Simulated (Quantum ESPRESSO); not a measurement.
# CaMn2As2: magnetism against volume

Aim: follow moments and order energies of CaMn2As2 with volume.

Main program and level: Quantum ESPRESSO 7.5; PBEsol; plane waves with GBRV 1.5 PBEsol potentials, no spin-orbit coupling.

**1. Starting point**

It takes space group P-3m1 (No. 164, trigonal). The conventional cell has a = 4.000 Å, b = 4.000 Å, c = 6.996 Å, α = 90.00°, β = 90.00°, γ = 120.00°. Ca has 6 As at 2.99 Å nearest. Mn has 4 As at 2.41 to 2.44 Å nearest. As has 4 Mn at 2.41 to 2.44 Å and 3 Ca at 2.99 Å nearest. Farther neighbours are not listed.

The cell comes from Materials Project 2023-11-01, a database of computed structures, and need not be the stable phase.

**2. Volume 0.8, ferro ++**

All lengths scale alike; the factor is that of the volume. Atoms keep their fractional places. Seeded atoms are those given a starting moment.

Contents of pw.in:

```
&CONTROL
  calculation = 'scf'
  prefix = 'pwscf'
  outdir = './tmp'
  pseudo_dir = './pseudo'
  disk_io = 'nowf'
  tprnfor = .true.
  tstress = .true.
/
&SYSTEM
  ibrav = 0
  nat = 5
  ntyp = 3
  ecutwfc = 40
  ecutrho = 280
  nbnd = 38
  occupations = 'smearing'
  smearing = 'fd'
  degauss = 0.00734986
  nspin = 2
  starting_magnetization(1) = 0
  starting_magnetization(2) = 0.2333
  starting_magnetization(3) = 0
/
&ELECTRONS
  conv_thr = 1d-08
  electron_maxstep = 150
  mixing_beta = 0.3
/
ATOMIC_SPECIES
Ca     40.0780 ca_pbesol_v1.uspp.F.UPF
Mn     54.9380 mn_pbesol_v1.5.uspp.F.UPF
As     74.9216 as_pbesol_v1.uspp.F.UPF
CELL_PARAMETERS angstrom
   3.7135845716    0.0000000000    0.0000000000
  -1.8567922858    3.2160585781    0.0000000000
   0.0000000000    0.0000000000    6.4940794282
ATOMIC_POSITIONS crystal
Ca      0.0000000000    0.0000000000    0.0000000000
Mn      0.3333333300    0.6666666700    0.6158690000
Mn      0.6666666700    0.3333333300    0.3841310000
As      0.6666666700    0.3333333300    0.7290990000
As      0.3333333300    0.6666666700    0.2709010000
K_POINTS automatic
8 8 4 0 0 0
```

The run is started by

```console
OMP_NUM_THREADS=1 mpirun -n 4 pw.x -nk 4 -in pw.in > pw.out
```

Output:

```text
Program PWSCF v.7.5 starts

     Message from routine setup:
     using ibrav=0 with symmetry is DISCOURAGED, use correct ibrav instead

     K-points division:     npool     =       4
     Subspace diagonalization in iterative solution of the eigenvalue problem:

     bravais-lattice index     =            0
     lattice parameter (alat)  =       7.0177  a.u.
     unit-cell volume          =     523.3973 (a.u.)^3
     number of atoms/cell      =            5
     number of atomic types    =            3
     number of electrons       =        50.00
     number of Kohn-Sham states=           38
     kinetic-energy cutoff     =      40.0000  Ry
     charge density cutoff     =     280.0000  Ry
     scf convergence threshold =      1.0E-08
     mixing beta               =       0.3000
     number of iterations used =            8  plain     mixing
     Exchange-correlation= SLA  PW   PSX  PSC
                           (   1   4  10   8   0   0   0)

     celldm(1)=   7.017658  celldm(2)=   0.000000  celldm(3)=   0.000000
     celldm(4)=   0.000000  celldm(5)=   0.000000  celldm(6)=   0.000000

     crystal axes: (cart. coord. in units of alat)
               a(1) = (   1.000000   0.000000   0.000000 )
               a(2) = (  -0.500000   0.866025   0.000000 )
               a(3) = (   0.000000   0.000000   1.748736 )

     reciprocal axes: (cart. coord. in units 2 pi/alat)
               b(1) = (  1.000000  0.577350 -0.000000 )
               b(2) = (  0.000000  1.154701  0.000000 )
               b(3) = (  0.000000 -0.000000  0.571842 )

     PseudoPot. # 1 for Ca read from file:
     ca_pbesol_v1.uspp.F.UPF
     Pseudo is Ultrasoft + core correction, Zval = 10.0

     PseudoPot. # 2 for Mn read from file:
     mn_pbesol_v1.5.uspp.F.UPF
     Pseudo is Ultrasoft + core correction, Zval = 15.0

     PseudoPot. # 3 for As read from file:
     as_pbesol_v1.uspp.F.UPF
     Pseudo is Ultrasoft + core correction, Zval =  5.0

     atomic species   valence    mass     pseudopotential
     Ca               10.00    40.07800     Ca( 1.00)
     Mn               15.00    54.93800     Mn( 1.00)
     As                5.00    74.92160     As( 1.00)

     Starting magnetic structure
     atomic species   magnetization
     Ca              0.000
     Mn              0.233
     As              0.000

     12 Sym. Ops., with inversion, found

   Cartesian axes

     site n.     atom                  positions (alat units)
         1        Ca     tau(   1) = (   0.0000000   0.0000000   0.0000000  )
         2        Mn     tau(   2) = (  -0.0000000   0.5773503   1.0769924  )
         3        Mn     tau(   3) = (   0.5000000   0.2886751   0.6717437  )
         4        As     tau(   4) = (   0.5000000   0.2886751   1.2750017  )
         5        As     tau(   5) = (  -0.0000000   0.5773503   0.4737344  )

     number of k points=    35  Fermi-Dirac smearing, width (Ry)=  0.0073
                       cart. coord. in units 2pi/alat
        k(    1) = (   0.0000000   0.0000000   0.0000000), wk =   0.0039062
        k(    2) = (   0.0000000   0.0000000   0.1429604), wk =   0.0078125
        k(    3) = (   0.0000000   0.0000000  -0.2859208), wk =   0.0039062
        k(    4) = (   0.0000000   0.1443376   0.0000000), wk =   0.0234375
        k(    5) = (   0.0000000   0.1443376   0.1429604), wk =   0.0234375
        [... 30 further k-points ...]

     Dense  grid:    41399 G-vectors     FFT dimensions: (  40,  40,  72)

     Smooth grid:    17887 G-vectors     FFT dimensions: (  30,  30,  50)

     Check: negative core charge=   -0.000022
     Generating pointlists ...
     new r_m :   0.3081 (alat units)  2.1619 (a.u.) for type    1
     new r_m :   0.2488 (alat units)  1.7463 (a.u.) for type    2
     new r_m :   0.2488 (alat units)  1.7463 (a.u.) for type    3

     Initial potential from superposition of free atoms

     starting charge      48.9942, renormalised to      50.0000
     Starting wfcs are   44 randomized atomic wfcs

     Self-consistent Calculation

     iteration #  1     ecut=    40.00 Ry     beta= 0.30
     Davidson diagonalization with overlap
     ethr =  1.00E-02,  avg # of iterations =  3.1

     total energy              =    -576.74508945 Ry
     estimated scf accuracy    <       1.37914748 Ry

     total magnetization       =     4.17 Bohr mag/cell
     absolute magnetization    =     4.62 Bohr mag/cell

     iteration #  2     ecut=    40.00 Ry     beta= 0.30
     Davidson diagonalization with overlap
     ethr =  2.76E-03,  avg # of iterations =  2.1

     total energy              =    -576.85911318 Ry
     estimated scf accuracy    <       1.33722698 Ry

     total magnetization       =     4.17 Bohr mag/cell
     absolute magnetization    =     4.76 Bohr mag/cell

     [... further iterations left out ...]

     iteration # 14     ecut=    40.00 Ry     beta= 0.30
     Davidson diagonalization with overlap
     ethr =  3.86E-11,  avg # of iterations =  4.1

     total energy              =    -577.07942400 Ry
     estimated scf accuracy    <       0.00000002 Ry

     total magnetization       =     3.41 Bohr mag/cell
     absolute magnetization    =     3.83 Bohr mag/cell

     iteration # 15     ecut=    40.00 Ry     beta= 0.30
     Davidson diagonalization with overlap
     ethr =  3.71E-11,  avg # of iterations =  1.7

     Magnetic moment per site  (integrated on atomic sphere of radius R)
     atom   1 (R=0.308)  charge=  8.3519  magn= -0.0090
     atom   2 (R=0.249)  charge= 12.8909  magn=  1.6359
     atom   3 (R=0.249)  charge= 12.8909  magn=  1.6359
     atom   4 (R=0.249)  charge=  2.3476  magn= -0.0530
     atom   5 (R=0.249)  charge=  2.3476  magn= -0.0530

     End of self-consistent calculation

     [... lines left out ...]
     the Fermi energy is    12.7763 ev

!    total energy              =    -577.07942401 Ry
     estimated scf accuracy    <          3.8E-10 Ry
     smearing contrib. (-TS)   =      -0.00749736 Ry
     internal energy E=F+TS    =    -577.07192665 Ry

     The total energy is F=E-TS. E is the sum of the following terms:
     one-electron contribution =    -318.40610119 Ry
     hartree contribution      =     181.63695772 Ry
     xc contribution           =    -127.82951153 Ry
     ewald contribution        =    -312.47327165 Ry

     total magnetization       =     3.41 Bohr mag/cell
     absolute magnetization    =     3.83 Bohr mag/cell

     convergence has been achieved in  15 iterations

     Forces acting on atoms (cartesian axes, Ry/au):

     atom    1 type  1   force =     0.00000000    0.00000000    0.00000000
     atom    2 type  2   force =     0.00000000    0.00000000    0.00806065
     atom    3 type  2   force =    -0.00000000    0.00000000   -0.00806065
     atom    4 type  3   force =     0.00000000   -0.00000000    0.04719004
     atom    5 type  3   force =    -0.00000000    0.00000000   -0.04719004

     Total force =     0.067703     Total SCF correction =     0.000009

     Computing stress (Cartesian axis) and pressure

          total   stress  (Ry/bohr**3)                   (kbar)     P=      207.58
   0.00133402  -0.00000000  -0.00000000          196.24       -0.00       -0.00
  -0.00000000   0.00133402  -0.00000000           -0.00      196.24       -0.00
  -0.00000000  -0.00000000   0.00156517           -0.00       -0.00      230.24

=------------------------------------------------------------------------------=
   JOB DONE.
=------------------------------------------------------------------------------=
```

Wall time 97 s (4 MPI ranks of Intel Xeon Platinum 8259CL at 2.50GHz (Skylake/Cascade Lake), shared host); peak memory 0.55 GiB; 6.4 min of CPU time.

Spin moment in the atom's sphere by atom:

```
atom  spin moment in the atom's sphere (μB)
 Ca1                                  -0.01
 Mn2                                   1.64
 Mn3                                   1.64
 As4                                  -0.05
 As5                                  -0.05
```

This step gave:

```
smearing term TS       : 0.1020 eV
pressure               : 20.76 GPa
magnetization          : 3.41 μB
absolute magnetization : 3.832 μB
final state            : ferromagnetic
```

**3. Volume 0.8, antiferro +-**

Edit pw.in of step 2 so:

```diff
@@ -12,6 +12,6 @@
   nat = 5
-  ntyp = 3
+  ntyp = 4
   ecutwfc = 40
   ecutrho = 280
-  nbnd = 38
+  nbnd = 34
   occupations = 'smearing'
@@ -22,3 +22,4 @@
   starting_magnetization(2) = 0.2333
-  starting_magnetization(3) = 0
+  starting_magnetization(3) = -0.2333
+  starting_magnetization(4) = 0
 /
@@ -31,3 +32,4 @@
 Ca     40.0780 ca_pbesol_v1.uspp.F.UPF
-Mn     54.9380 mn_pbesol_v1.5.uspp.F.UPF
+Mn1    54.9380 mn_pbesol_v1.5.uspp.F.UPF
+Mn2    54.9380 mn_pbesol_v1.5.uspp.F.UPF
 As     74.9216 as_pbesol_v1.uspp.F.UPF
@@ -39,4 +41,4 @@
 Ca      0.0000000000    0.0000000000    0.0000000000
-Mn      0.3333333300    0.6666666700    0.6158690000
-Mn      0.6666666700    0.3333333300    0.3841310000
+Mn1     0.3333333300    0.6666666700    0.6158690000
+Mn2     0.6666666700    0.3333333300    0.3841310000
 As      0.6666666700    0.3333333300    0.7290990000
```

Output:

```text
     [... lines left out ...]
Program PWSCF v.7.5 starts
     [... lines left out ...]
     number of atoms/cell      =            5
     [... lines left out ...]
     number of electrons       =        50.00
     number of Kohn-Sham states=           34
     kinetic-energy cutoff     =      40.0000  Ry
     charge density cutoff     =     280.0000  Ry
     scf convergence threshold =      1.0E-08
     [... lines left out ...]
      6 Sym. Ops. (no inversion) found
     [... lines left out ...]
     number of k points=    35  Fermi-Dirac smearing, width (Ry)=  0.0073
     [... lines left out ...]
     iteration # 18     ecut=    40.00 Ry     beta= 0.30
     [... lines left out ...]
     Magnetic moment per site  (integrated on atomic sphere of radius R)
     atom   1 (R=0.308)  charge=  8.3483  magn=  0.0000
     atom   2 (R=0.249)  charge= 12.8882  magn=  1.7455
     atom   3 (R=0.249)  charge= 12.8883  magn= -1.7457
     atom   4 (R=0.249)  charge=  2.3557  magn= -0.0176
     atom   5 (R=0.249)  charge=  2.3557  magn=  0.0176
     [... lines left out ...]
     the Fermi energy is    12.7512 ev
!    total energy              =    -577.07168501 Ry
     estimated scf accuracy    <          6.1E-09 Ry
     smearing contrib. (-TS)   =      -0.01080272 Ry
     [... lines left out ...]
     total magnetization       =    -0.00 Bohr mag/cell
     absolute magnetization    =     4.13 Bohr mag/cell
     convergence has been achieved in  18 iterations
     [... lines left out ...]
     Total force =     0.055519     Total SCF correction =     0.000075
     [... lines left out ...]
          total   stress  (Ry/bohr**3)                   (kbar)     P=      223.55
     [... lines left out ...]
```

It took 1.8 min on 4 MPI ranks; peak memory 0.55 GiB.

Spin moment in the atom's sphere by atom:

```
atom  spin moment in the atom's sphere (μB)
 Ca1                                   0.00
 Mn2                                   1.75
 Mn3                                  -1.75
 As4                                  -0.02
 As5                                   0.02
```

Read from the output:

| Property | Result |
| --- | --- |
| smearing term TS | 0.1470 eV |
| pressure | 22.35 GPa |
| magnetization | 0 μB |
| absolute magnetization | 4.134 μB |
| final state | antiferromagnetic |

**4. Volume 0.8, no spin polarisation**

Contents of pw.in:

```
&CONTROL
  calculation = 'scf'
  prefix = 'pwscf'
  outdir = './tmp'
  pseudo_dir = './pseudo'
  disk_io = 'nowf'
  tprnfor = .true.
  tstress = .true.
/
&SYSTEM
  ibrav = 0
  nat = 5
  ntyp = 3
  ecutwfc = 40
  ecutrho = 280
  nbnd = 34
  occupations = 'smearing'
  smearing = 'fd'
  degauss = 0.00734986
/
&ELECTRONS
  conv_thr = 1d-08
  electron_maxstep = 150
  mixing_beta = 0.3
/
ATOMIC_SPECIES
Ca     40.0780 ca_pbesol_v1.uspp.F.UPF
Mn     54.9380 mn_pbesol_v1.5.uspp.F.UPF
As     74.9216 as_pbesol_v1.uspp.F.UPF
CELL_PARAMETERS angstrom
   3.7135845716    0.0000000000    0.0000000000
  -1.8567922858    3.2160585781    0.0000000000
   0.0000000000    0.0000000000    6.4940794282
ATOMIC_POSITIONS crystal
Ca      0.0000000000    0.0000000000    0.0000000000
Mn      0.3333333300    0.6666666700    0.6158690000
Mn      0.6666666700    0.3333333300    0.3841310000
As      0.6666666700    0.3333333300    0.7290990000
As      0.3333333300    0.6666666700    0.2709010000
K_POINTS automatic
8 8 4 0 0 0
```

Output:

```text
     [... lines left out ...]
Program PWSCF v.7.5 starts
     [... lines left out ...]
     number of atoms/cell      =            5
     [... lines left out ...]
     number of electrons       =        50.00
     number of Kohn-Sham states=           34
     kinetic-energy cutoff     =      40.0000  Ry
     charge density cutoff     =     280.0000  Ry
     scf convergence threshold =      1.0E-08
     [... lines left out ...]
     12 Sym. Ops., with inversion, found
     [... lines left out ...]
     number of k points=    35  Fermi-Dirac smearing, width (Ry)=  0.0073
     [... lines left out ...]
     iteration # 12     ecut=    40.00 Ry     beta= 0.30
     [... lines left out ...]
     the Fermi energy is    12.6796 ev
!    total energy              =    -577.06328724 Ry
     estimated scf accuracy    <          2.0E-09 Ry
     smearing contrib. (-TS)   =      -0.01504463 Ry
     [... lines left out ...]
     convergence has been achieved in  12 iterations
     [... lines left out ...]
     Total force =     0.034933     Total SCF correction =     0.000019
     [... lines left out ...]
          total   stress  (Ry/bohr**3)                   (kbar)     P=      168.84
     [... lines left out ...]
```

Elapsed: 44 s, on 4 MPI ranks; peak memory 0.46 GiB; 2.8 min of CPU time.

Numbers from this step:

| Property | Result |
| --- | --- |
| smearing term TS | 0.2047 eV |
| pressure | 16.88 GPa |
| final state | non-magnetic (no spin polarisation) |

(Part 1 of 2 ends here.)

[Logs and program files are shortened in this print: banners, set-up blocks, solver, clock and traceback lines can be left out without a mark of their own.]

[Logs are printed without paths, hosts, clocks, repeated set-up lines and the standing remarks that a program may print on its own settings, such as how far it seeks lower states.]

[Hosts, paths, dates, database ids (printed as entryN), source tags and the programs' standing remarks are cut or masked in the printed files.]

[Where a cell is said to come from a database of computed structures, the database is the Materials Project.]
